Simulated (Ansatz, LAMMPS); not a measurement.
# Elastic response of amorphous Si (128 atoms)

Aim: relax amorphous Si (128 atoms), then change its volume and shape to read moduli from the stress.

Method: Kohn-Sham DFT, PBE, PAW (set soft_2), plane waves, in Ansatz 0.2.0.

### 1. Set-up

The cell holds 128 atoms: 128 Si. Cell: a = 13.705 Å, b = 13.705 Å, c = 13.705 Å, α = 90.0°, β = 90.0°, γ = 90.0°. 128 atoms (128 Si) placed at random at 2.32 g/cm³, melted at 2500 K for 10 ps at fixed volume with the EDIP (Justo, Bazant, Kaxiras, Bulatov and Yip, Phys. Rev. B 58, 2539 (1998)). Quenched from 2500 K to 500 K at 50 K/ps and fixed volume, held 5 ps.

What the set-up can't give: The quench rate of 50 K/ps is orders of magnitude faster than experiment, which tends to freeze in extra defects. The network of bonds at the start is that of the classical potential that made the cell, and needn't be the one that DFT or experiment would give. Sampling is at Γ alone.

### 2. Single point at the start

A single point comes first, to see the forces before anything moves.

input.yaml

```yaml
crystal:
  lattice:
    - [13.705, 0.0, 0.0]
    - [0.0, 13.705, 0.0]
    - [0.0, 0.0, 13.705]
  atoms:
    - { symbol: Si, position: [0.64363, 0.03679, 0.83087] }
    - { symbol: Si, position: [0.31126, 0.33351, 0.90219] }
    - { symbol: Si, position: [0.92082, 0.73445, 0.53995] }
    - { symbol: Si, position: [0.69073, 0.57561, 0.53919] }
    - { symbol: Si, position: [0.94696, 0.63746, 0.85501] }
    - { symbol: Si, position: [0.22014, 0.76904, 0.75426] }
    - { symbol: Si, position: [0.37674, 0.80314, 0.54075] }
    - { symbol: Si, position: [0.74041, 0.49779, 0.97593] }
    - { symbol: Si, position: [0.5579, 0.81417, 0.68582] }
    - { symbol: Si, position: [0.33808, 0.98058, 0.31366] }
    - { symbol: Si, position: [0.25082, 0.17469, 0.96185] }
    - { symbol: Si, position: [0.73913, 0.80028, 0.70597] }
    - { symbol: Si, position: [0.98513, 0.80323, 0.38473] }
    - { symbol: Si, position: [0.93301, 0.29331, 0.50762] }
    - { symbol: Si, position: [0.77762, 0.37925, 0.26876] }
    - { symbol: Si, position: [0.23629, 0.3954, 0.62278] }
    - { symbol: Si, position: [0.57409, 0.83904, 0.96857] }
    - { symbol: Si, position: [0.73765, 0.47945, 0.40223] }
    - { symbol: Si, position: [0.01178, 0.51827, 0.11474] }
    - { symbol: Si, position: [0.48006, 0.85916, 0.11033] }
    - { symbol: Si, position: [0.48624, 0.78495, 0.835] }
    - { symbol: Si, position: [0.91492, 0.38388, 0.78502] }
    - { symbol: Si, position: [0.71416, 0.51193, 0.70015] }
    - { symbol: Si, position: [0.8587, 0.00064, 0.52385] }
    - { symbol: Si, position: [0.1102, 0.29105, 0.09745] }
    - { symbol: Si, position: [0.28295, 0.35808, 0.45729] }
    - { symbol: Si, position: [0.13439, 0.15862, 0.68884] }
    - { symbol: Si, position: [0.28041, 0.23067, 0.63944] }
    - { symbol: Si, position: [0.97476, 0.57324, 0.57171] }
    - { symbol: Si, position: [0.33442, 0.13104, 0.41001] }
    - { symbol: Si, position: [0.07794, 0.64653, 0.19873] }
    - { symbol: Si, position: [0.27384, 0.90468, 0.64465] }
    [... 90 atom lines left out ...]
    - { symbol: Si, position: [0.06872, 0.18691, 0.52148] }
    - { symbol: Si, position: [0.84039, 0.23733, 0.36714] }
    - { symbol: Si, position: [0.53389, 0.00815, 0.9623] }
    - { symbol: Si, position: [0.38453, 0.16703, 0.07306] }
    - { symbol: Si, position: [0.67066, 0.55878, 0.25397] }
    - { symbol: Si, position: [0.22056, 0.57022, 0.26668] }
kpoints:
  mp_grid: { grid: [1, 1, 1] }
hamiltonian:
  xc: pbe
scf:
  occupations: { method: gaussian, width: 0.025 }
output:
  forces: true
```

The run is started by

```bash
ansatz run input.yaml --threads 4 --pin off --max-ram 8192MiB --backend cpu --events-out ev --progress --plain --runs-dir out
```

Numbers of over 12 decimals in the logs are rounded to 6 here.

The program printed:

```text
Engine: ansatz 0.2.0, aarch64-unknown-linux-gnu
Pseudopotentials: kind: paw
Pseudopotential: Si, paw, valence charge 4, recommended cutoff 420 eV (normal), Si.paw.azcp
[... 5 lines on functional and potentials left out ...]
Crystal: 128 atoms, lattice volume = 2574.169 Å³
Basis set: ecut = 420 eV, 50301 PW (Γ), exchange–correlation on 192×192×192 points (8 copies of the dense FFT grid, shifted against one another)
Bands: 384, of which v1, the nominal top of the filled ones, is band 256 counted from 1 (255 counted from 0)
Symmetry: 1 space group operations
Space group: P1 (ITA 1), of the structure as read, at distance tolerance 1.4e-4 Å
k-points: 1
[... 3 lines on functional and potentials left out ...]
Initial density: superposition of atomic densities (neutral atoms: chi_scale 0, normalization atom), corrected by the library's trained network
Initial wavefunctions: pseudopotential atomic-orbital guess
Functional: x = pbe(κ = 0.804, μ = 0.219515), c = pbe(β = 0.066725)
SCF iter   1: F=—  HF=-81332.955153 eV  |F-HF|=—  |Δ(HF+E_count)|=         —  Δρ=3.93e-3  dr2=1.21e0  ethr=1.77e-3  ⟨swp⟩=6.0  Hψ=1791  notcnv=0  defer=57
preconditioner: auto → Resta (q_TF=auto, 2.084 Å⁻¹)  ε∞=6.0  [insulator: Δε(μ)=0.095 eV  Ē_g=7.419 eV  σ=0.025 eV  W_gap=0.99  n_scr=388 (ndim 8)  ℏωp=16.6 eV  f_vac=0.004  D(μ)=3.16/eV (n_scr^D=6)  ε∞_Penn≈6.0]
SCF iter   2: F=—  HF=-81332.820382 eV  |F-HF|=—  |Δ(HF+E_count)|=   1.35e-1  Δρ=2.07e-3  dr2=2.03e-1  ethr=2.37e-4  ⟨swp⟩=2.0  Hψ=443  notcnv=0  defer=94
SCF iter   3: F=—  HF=-81332.795558 eV  |F-HF|=—  |Δ(HF+E_count)|=   2.48e-2  Δρ=4.54e-4  dr2=1.16e-2  ethr=3.96e-5  ⟨swp⟩=3.0  Hψ=540  notcnv=0  defer=25
automatic band count: iteration 3 solves 297 bands in place of 384: the levels show a gap, and the empty bands left out lie too high to hold charge; the band table lists the bands solved (type scf.n_extra_bands for more)
SCF iter   4: F=—  HF=-81332.796824 eV  |F-HF|=—  |Δ(HF+E_count)|=   1.27e-3  Δρ=1.50e-4  dr2=1.36e-3  ethr=2.27e-6  ⟨swp⟩=2.0  Hψ=344  notcnv=0  defer=25
SCF iter   5: F=—  HF=-81332.797373 eV  |F-HF|=—  |Δ(HF+E_count)|=   5.50e-4  Δρ=4.25e-5  dr2=2.18e-4  ethr=2.67e-7  ⟨swp⟩=2.0  Hψ=442  notcnv=0  defer=25
SCF iter   6: F=—  HF=-81332.797509 eV  |F-HF|=—  |Δ(HF+E_count)|=   1.36e-4  Δρ=1.68e-5  dr2=2.76e-5  ethr=4.26e-8  ⟨swp⟩=2.0  Hψ=507  notcnv=0  defer=25
SCF iter   7: F=—  HF=-81332.797121 eV  |F-HF|=—  |Δ(HF+E_count)|=   3.88e-4  Δρ=5.95e-6  dr2=3.65e-6  ethr=5.40e-9  ⟨swp⟩=2.0  Hψ=537  notcnv=0  defer=25
SCF iter   8: F=—  HF=-81332.797124 eV  |F-HF|=—  |Δ(HF+E_count)|=   2.69e-6  Δρ=2.02e-6  dr2=4.95e-7  ethr=7.13e-10  ⟨swp⟩=2.0  Hψ=507  notcnv=0  defer=25
SCF iter   9: F=-81332.797124 eV  HF=-81332.797124 eV  |F-HF|=9.43e-9  |Δ(HF+E_count)|=   3.66e-7  Δρ=8.13e-7  dr2=7.96e-8  ethr=1.95e-11  ⟨swp⟩=6.0  Hψ=1109  notcnv=0
SCF 1 converged in 9 iterations: F = -81332.797124 eV  dr2 = 7.96e-8
  greatest PAW one-centre occupation: 0.695 electrons in one spin orbital (limit 2), on the Si atom at site 80 (counted from 0), in its partial waves of l = 0
SCF converged after 9 iterations
Free energy (F): -81332.797124 eV
Harris-Foulkes:  -81332.797124 eV  (|F-HF|=9.43e-9)
Internal energy: -81332.790962 eV  (E = F + TS)
E sigma→0 (E₀):  -81332.794043 eV
Entropy (-TS):   -0.006162 eV (-0.048 meV/atom)
Fermi energy:    6.457322 eV
--- Per-component energies (eV) ---
  E_band       = 613.776245
  E_kinetic    = 5097.491831
  E_local      = -4392.178849  (includes V_loc(G=0)·N_el)
  E_nonlocal   = 3300.721065
  E_hartree    = 1424.525192
  E_xc         = -7042.420549
  E_vxc        = -5952.852302  (∫ρ·V_xc dr)
  E_paw        = -65605.168981  (= ΣΔE_a)
  E_vpaw       = -288.455851  (= ΣTr[D̂ρ^β])
  E_aug_tail   = 0.000836  (compensation charges beyond the density's cutoff)
  E_ewald      = -14115.761507
  E_smearing   = -0.006162  (= −TS)
  E_closure    = -0.000000  (closes the sum)
  Σ components = -81332.797124   (vs F -81332.797124, Δ=0.00e0)
--- Forces (eV/Å), atoms counted from 1 ---
  atom   1  Si    -0.03781444    -0.30543647    -0.26321013
  atom   2  Si    -0.23807650     0.38315765     0.10485669
  atom   3  Si     0.44638600     0.34665484    -0.24544411
  atom   4  Si    -1.24707038     0.23875173    -0.03174202
  atom   5  Si    -0.21404236    -0.02087977    -0.62133171
  atom   6  Si     0.33268419    -0.32188892     0.21720392
  atom   7  Si     0.60512181    -0.34734159    -0.03439916
  atom   8  Si     0.37607210     0.17280593     0.92979398
  atom   9  Si     1.63762474    -0.09686199    -0.43486597
  atom  10  Si    -0.91371439     0.35822026     0.30809286
  atom  11  Si     0.13462756     0.69727265     0.48273058
  atom  12  Si    -1.36340608    -0.73451414     0.19618380
  atom  13  Si    -1.33495809    -0.72122851     0.21217090
  atom  14  Si     0.05845062    -0.22701193     0.44160600
[...]
atom 127  Si    -0.52358244     0.88309606     0.48779148
  atom 128  Si     0.12964798     0.14304765     0.35161968
  max |Σ_I F_I| component: 2.29e-5 eV/Å
```

Run time: 25 s. Hardware: 4 threads of Arm Neoverse V1, shared host; peak memory 2.8 GiB; 85 s of CPU time.

In the SCF lines HF is the Harris–Foulkes energy and dr2 the Hartree energy of the density residual, in eV; the loop may stop once dr2 is under the threshold and the program's other checks hold. Hψ counts applications of the Hamiltonian.

The r.m.s. force at the start is 0.54 eV/Å.

### 3. Cell and atoms relaxed

Cell and atoms are freed together, to release stress as well as forces.

input.yaml

```yaml
crystal:
  lattice:
    - [13.705, 0.0, 0.0]
    - [0.0, 13.705, 0.0]
    - [0.0, 0.0, 13.705]
  atoms:
    [... the 128 atom lines of step 2 ...]
kpoints:
  mp_grid: { grid: [1, 1, 1] }
hamiltonian:
  xc: pbe
scf:
  occupations: { method: gaussian, width: 0.025 }
output:
  forces: true
relax:
  f_tol: 0.05
  max_steps: 150
  cell: {}
```

The program printed:

```text
[...]
Crystal: 128 atoms, lattice volume = 2574.169 Å³
Basis set: ecut = 420 eV, 50301 PW (Γ), exchange–correlation on 192×192×192 points (8 copies of the dense FFT grid, shifted against one another)
Bands: 384, of which v1, the nominal top of the filled ones, is band 256 counted from 1 (255 counted from 0)
Symmetry: 1 space group operations
[...]
k-points: 1
[...]
SCF iter   1: F=—  HF=-81332.955154 eV  |F-HF|=—  |Δ(HF+E_count)|=         —  Δρ=3.93e-3  dr2=1.21e0  ethr=1.77e-3  ⟨swp⟩=6.0  Hψ=1791  notcnv=0  defer=57
[...]
SCF iter   8: F=—  HF=-81332.797123 eV  |F-HF|=—  |Δ(HF+E_count)|=   2.81e-6  Δρ=2.11e-6  dr2=5.70e-7  ethr=8.53e-10  ⟨swp⟩=2.0  Hψ=507  notcnv=0  defer=112
SCF iter   9: F=-81332.797124 eV  HF=-81332.797124 eV  |F-HF|=1.88e-8  |Δ(HF+E_count)|=   3.95e-7  Δρ=8.61e-7  dr2=9.63e-8  ethr=1.95e-11  ⟨swp⟩=5.0  Hψ=1153  notcnv=0
SCF 1 converged in 9 iterations: F = -81332.797124 eV  dr2 = 9.63e-8
[...]
relax step   1: F+E_penalty+E_count = -81332.79712387 eV  Δ(F+E_penalty+E_count) = +0.000e0 eV  max|allowed force component| = 1.668e0 eV/Å  Δτ_max = 0.0000 Å  P = -0.322 GPa  Ω = 2574.169 Å³  (9 SCF iters, dr2 threshold 1.00e-7 eV, accepted)
[... from here on, the SCF cycles and remarks between the steps are left out ...]
relax step   2: F+E_penalty+E_count = -81339.31407026 eV  Δ(F+E_penalty+E_count) = -6.517e0 eV  max|allowed force component| = 7.491e-1 eV/Å  Δτ_max = 0.1994 Å  P = -0.216 GPa  Ω = 2575.256 Å³  energy of the carried Pulay correction = -1.348e-4 eV  (7 SCF iters, dr2 threshold 1.28e-5 eV, accepted)
relax step   3: F+E_penalty+E_count = -81341.81748370 eV  Δ(F+E_penalty+E_count) = -2.503e0 eV  max|allowed force component| = 5.046e-1 eV/Å  Δτ_max = 0.2000 Å  P = +0.027 GPa  Ω = 2577.122 Å³  energy of the carried Pulay correction = -3.660e-4 eV  (6 SCF iters, dr2 threshold 1.28e-5 eV, accepted)
relax step   4: F+E_penalty+E_count = -81343.19674716 eV  Δ(F+E_penalty+E_count) = -1.379e0 eV  max|allowed force component| = 4.841e-1 eV/Å  Δτ_max = 0.1935 Å  P = +0.019 GPa  Ω = 2581.276 Å³  energy of the carried Pulay correction = -8.803e-4 eV  (6 SCF iters, dr2 threshold 1.28e-5 eV, accepted)
relax step   5: F+E_penalty+E_count = -81343.92031301 eV  Δ(F+E_penalty+E_count) = -7.236e-1 eV  max|allowed force component| = 6.335e-1 eV/Å  Δτ_max = 0.2000 Å  P = +0.033 GPa  Ω = 2577.618 Å³  energy of the carried Pulay correction = -4.275e-4 eV  (6 SCF iters, dr2 threshold 1.28e-5 eV, accepted)
relax step   6: F+E_penalty+E_count = -81344.41399126 eV  Δ(F+E_penalty+E_count) = -4.937e-1 eV  max|allowed force component| = 5.269e-1 eV/Å  Δτ_max = 0.1961 Å  P = +0.010 GPa  Ω = 2575.247 Å³  energy of the carried Pulay correction = -1.336e-4 eV  (6 SCF iters, dr2 threshold 1.28e-5 eV, accepted)
relax step   7: F+E_penalty+E_count = -81344.80054567 eV  Δ(F+E_penalty+E_count) = -3.866e-1 eV  max|allowed force component| = 2.312e-1 eV/Å  Δτ_max = 0.2000 Å  P = -0.008 GPa  Ω = 2574.751 Å³  energy of the carried Pulay correction = -7.208e-5 eV  (6 SCF iters, dr2 threshold 1.28e-5 eV, accepted)
relax step   8: F+E_penalty+E_count = -81344.96734167 eV  Δ(F+E_penalty+E_count) = -1.668e-1 eV  max|allowed force component| = 7.373e-1 eV/Å  Δτ_max = 0.1956 Å  P = +0.044 GPa  Ω = 2574.649 Å³  energy of the carried Pulay correction = -5.950e-5 eV  (7 SCF iters, dr2 threshold 3.34e-6 eV, accepted)
relax step   9: F+E_penalty+E_count = -81345.17677147 eV  Δ(F+E_penalty+E_count) = -2.094e-1 eV  max|allowed force component| = 7.246e-1 eV/Å  Δτ_max = 0.1884 Å  P = -0.035 GPa  Ω = 2581.041 Å³  energy of the carried Pulay correction = -8.511e-4 eV  (6 SCF iters, dr2 threshold 1.28e-5 eV, accepted)
relax step  10: F+E_penalty+E_count = -81345.63424285 eV  Δ(F+E_penalty+E_count) = -4.575e-1 eV  max|allowed force component| = 3.436e-1 eV/Å  Δτ_max = 0.1933 Å  P = -0.067 GPa  Ω = 2583.590 Å³  energy of the carried Pulay correction = -1.166e-3 eV  (6 SCF iters, dr2 threshold 1.28e-5 eV, accepted)
relax step  11: F+E_penalty+E_count = -81346.14180062 eV  Δ(F+E_penalty+E_count) = -5.076e-1 eV  max|allowed force component| = 3.243e-1 eV/Å  Δτ_max = 0.1950 Å  P = -0.081 GPa  Ω = 2586.819 Å³  energy of the carried Pulay correction = -1.565e-3 eV  (6 SCF iters, dr2 threshold 7.38e-6 eV, accepted)
relax step  12: F+E_penalty+E_count = -81346.61600678 eV  Δ(F+E_penalty+E_count) = -4.742e-1 eV  max|allowed force component| = 5.196e-1 eV/Å  Δτ_max = 0.1936 Å  P = -0.058 GPa  Ω = 2589.095 Å³  energy of the carried Pulay correction = -1.846e-3 eV  (6 SCF iters, dr2 threshold 6.57e-6 eV, accepted)
relax step  13: F+E_penalty+E_count = -81347.04109827 eV  Δ(F+E_penalty+E_count) = -4.251e-1 eV  max|allowed force component| = 5.474e-1 eV/Å  Δτ_max = 0.1905 Å  P = +0.031 GPa  Ω = 2590.087 Å³  energy of the carried Pulay correction = -1.968e-3 eV  (6 SCF iters, dr2 threshold 1.28e-5 eV, accepted)
[...]
relax step  37: F+E_penalty+E_count = -81349.76849566 eV  Δ(F+E_penalty+E_count) = -2.438e-2 eV  max|allowed force component| = 8.495e-2 eV/Å  Δτ_max = 0.0695 Å  P = +0.002 GPa  Ω = 2623.059 Å³  energy of the carried Pulay correction = -6.007e-3 eV  (9 SCF iters, accepted)
[...]
relax step  39: F+E_penalty+E_count = -81349.78060388 eV  Δ(F+E_penalty+E_count) = -5.072e-3 eV  max|allowed force component| = 5.406e-2 eV/Å  Δτ_max = 0.0342 Å  P = -0.004 GPa  Ω = 2623.746 Å³  energy of the carried Pulay correction = -6.090e-3 eV  (6 SCF iters, dr2 threshold 2.29e-7 eV, accepted)
relax step  40: F+E_penalty+E_count = -81349.78465669 eV  Δ(F+E_penalty+E_count) = -4.053e-3 eV  max|allowed force component| = 4.467e-2 eV/Å  Δτ_max = 0.0383 Å  P = -0.006 GPa  Ω = 2624.262 Å³  energy of the carried Pulay correction = -6.153e-3 eV  (6 SCF iters, dr2 threshold 1.83e-7 eV, accepted)
relax step  41: F+E_penalty+E_count = -81349.79013242 eV  Δ(F+E_penalty+E_count) = -5.476e-3 eV  max|allowed force component| = 6.612e-2 eV/Å  Δτ_max = 0.0888 Å  P = -0.006 GPa  Ω = 2625.035 Å³  energy of the carried Pulay correction = -6.247e-3 eV  (9 SCF iters, accepted)
relax step  42: F+E_penalty+E_count = -81349.79534165 eV  Δ(F+E_penalty+E_count) = -5.209e-3 eV  max|allowed force component| = 4.693e-2 eV/Å  Δτ_max = 0.0634 Å  P = -0.002 GPa  Ω = 2625.386 Å³  energy of the carried Pulay correction = -6.290e-3 eV  (6 SCF iters, dr2 threshold 2.73e-7 eV, accepted)
relax step  43: F+E_penalty+E_count = -81349.80758977 eV  Δ(F+E_penalty+E_count) = -1.225e-2 eV  max|allowed force component| = 1.263e-1 eV/Å  Δτ_max = 0.1951 Å  P = -0.004 GPa  Ω = 2626.708 Å³  energy of the carried Pulay correction = -6.451e-3 eV  (10 SCF iters, accepted)
relax step  44: F+E_penalty+E_count = -81349.82151595 eV  Δ(F+E_penalty+E_count) = -1.393e-2 eV  max|allowed force component| = 2.932e-1 eV/Å  Δτ_max = 0.1017 Å  P = +0.012 GPa  Ω = 2626.932 Å³  energy of the carried Pulay correction = -6.478e-3 eV  (6 SCF iters, dr2 threshold 9.96e-7 eV, accepted)
relax step  45: F+E_penalty+E_count = -81349.85472060 eV  Δ(F+E_penalty+E_count) = -3.320e-2 eV  max|allowed force component| = 1.472e-1 eV/Å  Δτ_max = 0.0698 Å  P = +0.019 GPa  Ω = 2627.616 Å³  energy of the carried Pulay correction = -6.561e-3 eV  (6 SCF iters, dr2 threshold 5.37e-6 eV, accepted)
relax step  46: F+E_penalty+E_count = -81349.85713144 eV  Δ(F+E_penalty+E_count) = -2.411e-3 eV  max|allowed force component| = 1.728e-1 eV/Å  Δτ_max = 0.1943 Å  P = -0.031 GPa  Ω = 2630.625 Å³  energy of the carried Pulay correction = -6.926e-3 eV  (6 SCF iters, dr2 threshold 1.35e-6 eV, accepted)
relax step  47: F+E_penalty+E_count = -81349.85288869 eV  Δ(F+E_penalty+E_count) = +4.243e-3 eV  max|allowed force component| = 1.611e-1 eV/Å  Δτ_max = 0.1948 Å  P = -0.004 GPa  Ω = 2630.191 Å³  energy of the carried Pulay correction = -6.874e-3 eV  (6 SCF iters, dr2 threshold 1.87e-6 eV, rejected (line search))
relax step  48: F+E_penalty+E_count = -81349.88370191 eV  Δ(F+E_penalty+E_count) = -2.657e-2 eV  max|allowed force component| = 4.382e-2 eV/Å  Δτ_max = 0.0969 Å  P = +0.003 GPa  Ω = 2629.860 Å³  energy of the carried Pulay correction = -6.833e-3 eV  (9 SCF iters, accepted)
relax step  49: F+E_penalty+E_count = -81349.88628549 eV  Δ(F+E_penalty+E_count) = -2.584e-3 eV  max|allowed force component| = 4.040e-2 eV/Å  Δτ_max = 0.0163 Å  P = +0.005 GPa  Ω = 2629.634 Å³  energy of the carried Pulay correction = -6.806e-3 eV  (7 SCF iters, dr2 threshold 1.51e-8 eV, accepted)
relax step  50: F+E_penalty+E_count = -81349.88873043 eV  Δ(F+E_penalty+E_count) = -2.445e-3 eV  max|allowed force component| = 2.295e-2 eV/Å  Δτ_max = 0.0183 Å  P = +0.000 GPa  Ω = 2629.954 Å³  energy of the carried Pulay correction = -6.845e-3 eV  (7 SCF iters, dr2 threshold 7.16e-9 eV, accepted)
relax step  51: F+E_penalty+E_count = -81349.91437262 eV  Δ(F+E_penalty+E_count) = -2.564e-2 eV  max|allowed force component| = 2.277e-2 eV/Å  Δτ_max = 0.0000 Å  P = +0.016 GPa  Ω = 2629.954 Å³  stress off target by 3.98e-2 GPa  SCF on the basis re-selected at this cell (its energy is not comparable with the rows above)  (6 SCF iters)
basis re-selected at this cell: Δ(F+E_penalty+E_count) = -2.564e-2 eV, ΔP = +0.016 GPa vs the last step (what re-selecting the basis moved, of the pressure what is left beyond the Pulay correction that the steps carried, after the strain that the cell walked since its last selection, [...]
SCF converged after 6 iterations
Free energy (F): -81349.914373 eV
[...]
Internal energy: -81349.914373 eV  (E = F + TS)
E sigma→0 (E₀):  -81349.914373 eV
Fermi energy:    6.126746 eV
[...]
Σ components = -81349.914373   (vs F -81349.914373, Δ=0.00e0)
--- Forces (eV/Å), atoms counted from 1 ---
  atom   1  Si     0.00316428     0.00457971     0.00053950
  atom   2  Si    -0.00438552    -0.00108456    -0.00013863
  atom   3  Si    -0.00256798    -0.00043160     0.00000608
  atom   4  Si    -0.00233292     0.00143334     0.00110573
[...]
atom 128  Si    -0.00097351    -0.00326068     0.00193426
  max |Σ_I F_I| component: 5.61e-7 eV/Å
--- Stress (GPa, compression-positive) ---
        0.034254       0.000293       0.011316
        0.000293      -0.001754       0.007196
        0.011316       0.007196       0.015301
  P = ⅓ Tr σ = 0.0159 GPa (0.159 kbar)
--- Relaxed structure (50 steps of the walk, 47 accepted, 1 SCFs on fresh bases) ---
  F+E_penalty+E_count = -81349.91437262 eV   max|allowed force component| = 2.277e-2 eV/Å   (the final SCF, on the basis selected at the relaxed cell)
  cell:  # Å, volume = 2629.9537 Å³
    - [14.288963, -0.065251, 0.228013]
    - [-0.065251, 13.159213, 0.206420]
    - [0.228013, 0.206420, 13.993997]
  atoms:
    - { symbol: Si, position: [0.678375, 0.103761, 0.846396] }
    - { symbol: Si, position: [0.292922, 0.341210, 0.872619] }
    - { symbol: Si, position: [0.912719, 0.730522, 0.559867] }
    - { symbol: Si, position: [0.683427, 0.613345, 0.540534] }
[...]
- { symbol: Si, position: [0.245443, 0.560290, 0.256592] }
```

Elapsed: 19 min, on 4 threads; peak memory 2.9 GiB.

The relaxation converged after 50 steps, with a largest force component of 0.023 eV/Å.

[end of part 1 of 3]

[Logs are printed without paths, hosts, clocks, repeated set-up lines and the standing remarks that a program may print on its own settings, such as how far it seeks lower states.]

[Hosts, paths, dates, database ids (printed as entryN), source tags and the programs' standing remarks are cut or masked in the printed files.]
